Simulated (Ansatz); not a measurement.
# How many bands does the GW gap of GaN (P6_3mc) need?, part 2 of 2

Aim: see how the G0W0 gap of GaN (P6_3mc) on PBE moves with empty bands and screening cutoff, and what each rung costs.

Ansatz 0.2.0; G0W0 on PBE, plane waves, PAW. Known limits of the many-body steps: not at the basis limit; no spin-orbit coupling; coarse k mesh.

So far. Step 4 (293 empty bands, screening to 200 eV): Against the run with 6×6×4 mesh, 136 empty bands, screening to 120 eV, the gap moves by +0.014 eV. Step 5 (Changing the k mesh: 6×6×2 mesh, 136 empty bands …): Against the run with 6×6×4 mesh, 136 empty bands, screening to 120 eV, the gap moves by −0.04 eV.

The database entry behind the starting cell has ideal inner coordinates that were not refined, so it need not match the best structure at ambient conditions.

### 6. Changing the frequency model: 6×6×4 mesh, 136 empty bands, screening to 120 eV, plasmon pole

A plasmon pole stands in for the full frequency dependence of the screening; this run shows what that costs in accuracy.

input.yaml reads:

```yaml
crystal:
  lattice:
    - [3.19, 0.0, 0.0]
    - [-1.595, 2.7626210381, 0.0]
    - [0.0, 0.0, 5.189]
  atoms:
    - { symbol: Ga, position: [0.6666666667, 0.3333333333, 0.0] }
    - { symbol: Ga, position: [0.3333333333, 0.6666666667, 0.5] }
    - { symbol: "N", position: [0.6666666667, 0.3333333333, 0.375] }
    - { symbol: "N", position: [0.3333333333, 0.6666666667, 0.875] }
kpoints:
  mp_grid: { grid: [6, 6, 4] }
hamiltonian:
  xc: pbe
scf:
  occupations: { method: fixed }
gw:
  n_empty_bands: 136
  ecut_chi: 120
  qp_bands: [v2, c2]
  qp_kpoints: band_edges
  screening: { model: godby_needs }
```

The run is started by

```
ansatz run input.yaml --threads 3 --pin off --max-ram 92160MiB --backend cuda --events-out ev --progress --plain --runs-dir out --devices 1 --max-vram 13GiB  # rebuilt from the run's record
```

Numbers of over 12 decimals in the logs are rounded to 6 here.

Output:

```text
GPUs: using 1 of 1 available (devices: 1).
[...]
GPU FFT provider: cuFFT
GPU libraries: cuBLAS 13.8.2, cuFFT 12.4.0, cuSOLVER 12.3.4
Crystal: 4 atoms, lattice volume = 45.729 Å³
Basis set: ecut = 420 eV, 917 PW (Γ)
Bands: 22, of which v1, the nominal top of the filled ones, is band 18 counted from 1 (17 counted from 0)
Symmetry: 12 space group operations
[...]
k-points: 21 of 144 (time reversal used)
[...]
1    20     14.0378   -10.1538    -4.3944   -15.2986  0.8282    14.7905    14.7881  root
[...]
20    17      8.1992   -22.2730     3.3893   -18.2362  0.7941     7.5496     7.5517  root
    20    18      8.1992   -22.2730     3.3893   -18.2362  0.7941     7.5496     7.5517  root
    20    19     16.1062    -9.5272    -4.7125   -14.9663  0.8310    16.8353    16.8329  root
    20    20     16.1062    -9.5272    -4.7125   -14.9663  0.8310    16.8353    16.8329  root
[key lines of the parts left out:]
SCF converged after 6 iterations
Free energy (F): -8335.811409 eV
Fermi energy:    9.692075 eV
```

Wall time 18 s (1 × NVIDIA H100 80GB HBM3 (shared by 6 runs) with 3 threads of AMD EPYC 7R13 (Zen 3), shared host); peak memory 1.3 GiB.

This step gave:

```
bands summed                                 : 154
plasmon-pole fit frequency                   : 32.95 eV
RPA ε∞ on this mesh (eigenvalues)            : 5.996, 6.040, 6.040
plane waves in the screening matrix          : 135
G0W0 gap on the mesh                         : 3.003 eV
k of the valence top                         : 0, 0, 0
k of the conduction bottom                   : 0, 0, 0
starting gap on the mesh                     : 1.889 eV
least direct G0W0 gap on the computed points : 3.003 eV
```

Against the run with 6×6×4 mesh, 136 empty bands, screening to 120 eV, the gap moves by −0.004 eV.

### 7. Changing the files: 6×6×4 mesh, 136 empty bands, screening to 120 eV, hard PAW files

Other atomic data (hard PAW) test the pseudisation: the cutoff goes from 420 to 1020 eV and the valence electrons from 36 to 52, which opens shells that were frozen.

Changes to input.yaml since step 6:

```diff
@@ -14,2 +14,3 @@
   xc: pbe
+  pseudopotentials: { kind: paw, source: ansatz }
 scf:
@@ -21,2 +22,2 @@
   qp_kpoints: band_edges
-  screening: { model: godby_needs }
+  screening: { model: contour_deformation }
```

Output:

```text
GPUs: using 1 of 1 available (devices: 1).
[...]
GPU FFT provider: cuFFT
GPU libraries: cuBLAS 13.8.2, cuFFT 12.4.0, cuSOLVER 12.3.4
Crystal: 4 atoms, lattice volume = 45.729 Å³
Basis set: ecut = 1020 eV, 3393 PW (Γ)
Bands: 32, of which v1, the nominal top of the filled ones, is band 26 counted from 1 (25 counted from 0)
Symmetry: 12 space group operations
[...]
k-points: 21 of 144 (time reversal used)
[...]
1    28     15.4488   -10.1422    -4.4160   -15.2903  0.8079    16.1882    16.1810  root
[...]
20    25      9.6013   -22.2823     3.3920   -18.2472  0.7657     8.9515     8.9581  root
    20    26      9.6013   -22.2823     3.3920   -18.2472  0.7657     8.9515     8.9581  root
    20    27     17.5129    -9.5197    -4.7333   -14.9588  0.8055    18.2263    18.2186  root
    20    28     17.5129    -9.5197    -4.7333   -14.9588  0.8055    18.2263    18.2186  root
[key lines of the parts left out:]
SCF converged after 8 iterations
Free energy (F): -17597.781735 eV
Fermi energy:    11.092380 eV
```

Elapsed: 24 s, on 1 × NVIDIA H100 80GB HBM3 (shared by 6 runs) with 3 threads; peak memory 1.4 GiB; 40 s of CPU time.

This step gave:

| Property | Result |
| --- | --- |
| bands summed | 162 |
| RPA ε∞ on this mesh (eigenvalues) | 5.977, 6.019, 6.019 |
| plane waves in the screening matrix | 135 |
| G0W0 gap on the mesh | 3.018 eV |
| k of the valence top | 0, 0, 0 |
| k of the conduction bottom | 0, 0, 0 |
| starting gap on the mesh | 1.905 eV |
| least direct G0W0 gap on the computed points | 3.018 eV |

Against the run with 6×6×4 mesh, 136 empty bands, screening to 120 eV, the gap moves by +0.011 eV.

### 8. Side by side

Times are wall times on 1 × NVIDIA H100 80GB HBM3 (shared by 6 runs) with 3 threads of AMD EPYC 7R13 (Zen 3), shared host, good to a factor of about two.

| mesh | files | frequency | bands summed | cutoff (eV) | start (eV) | G0W0 (eV) | time | host memory (GiB) |
| --- | --- | --- | --- | --- | --- | --- | --- | --- |
| 6×6×4 | default PAW | contour deformation | 66 | 60 | 1.889 | 2.867 | 13 s | 1.00 |
| 6×6×4 | default PAW | contour deformation | 154 | 120 | 1.889 | 3.007 | 19 s | 1.2 |
| 6×6×4 | default PAW | contour deformation | 311 | 200 | 1.889 | 3.022 | 31 s | 1.5 |
| 6×6×2 | default PAW | contour deformation | 154 | 120 | 1.890 | 2.972 | 14 s | 1.1 |
| 6×6×4 | default PAW | plasmon pole | 154 | 120 | 1.889 | 3.003 | 18 s | 1.3 |
| 6×6×4 | hard PAW | contour deformation | 162 | 120 | 1.905 | 3.018 | 24 s | 1.4 |

How the two edges are built up, in eV (the quasiparticle level is the starting level plus Σx plus Σc less Vxc):

| run | edge | start | Σx | Σc | Vxc | Z | QP |
| --- | --- | --- | --- | --- | --- | --- | --- |
| 66 bands | valence top | 9.69 | -23.85 | 3.51 | -20.22 | 0.78 | 9.57 |
| 66 bands | conduction bottom | 11.58 | -11.53 | -3.37 | -15.76 | 0.81 | 12.44 |
| 154 bands | valence top | 9.69 | -23.85 | 3.11 | -20.22 | 0.77 | 9.18 |
| 154 bands | conduction bottom | 11.58 | -11.53 | -3.63 | -15.76 | 0.81 | 12.18 |
| 311 bands | valence top | 9.69 | -23.85 | 2.86 | -20.22 | 0.77 | 8.93 |
| 311 bands | conduction bottom | 11.58 | -11.53 | -3.86 | -15.76 | 0.80 | 11.95 |

### 9. Outcome

| Item | Value |
| --- | --- |
| 66 bands, 60 eV | 2.867 eV |
| 154 bands, 120 eV | 3.007 eV |
| 311 bands, 200 eV | 3.022 eV |
| estimated limit in bands and cutoff | 3.04 eV |
| mesh and start | 6×6×4, PBE |

A line in one over the bands through the two highest rungs gives 3.04 eV, +0.01 eV from the top rung; the pair below gives 3.11 eV, so the series converges faster than that law. The rungs stand 0.17 eV (66 bands), 0.03 eV (154 bands) and 0.01 eV (311 bands) from it. From 66 to 311 bands the gap moves by +0.15 eV while the time grows 2.4-fold. Σc changes by −0.64 eV at the valence top and −0.49 eV at the conduction bottom, so the levels themselves move more than the gap between them. On the 6×6×2 mesh in place of 6×6×4 the gap differs by −0.04 eV, of which +0.001 eV is already in the start. The plasmon-pole model gives −0.004 eV against contour deformation, 0 % of the correction, and saved no time in this program. Hard PAW files move the gap by +0.01 eV at equal bands and cutoff, +0.02 eV of it in the start. The cheapest rung within 0.1 eV of this estimate is that with 154 bands (19 s). The many-body steps are scalar-relativistic: spin-orbit coupling is not in them.

[Paths, hosts, dates, memory and timing lines, banners, echoed tables and standing remarks are left out of the program output.]

[Logs are printed without paths, hosts, clocks, repeated set-up lines and the standing remarks that a program may print on its own settings, such as how far it seeks lower states.]

[Runs of the session that timed out or met a known fault of the program may be left out.]

[Cells called generated may have been cut or substituted from an entry of the Crystallography Open Database or the Materials Project.]

[Hosts, paths, dates, database ids (printed as entryN), source tags and the programs' standing remarks are cut or masked in the printed files.]
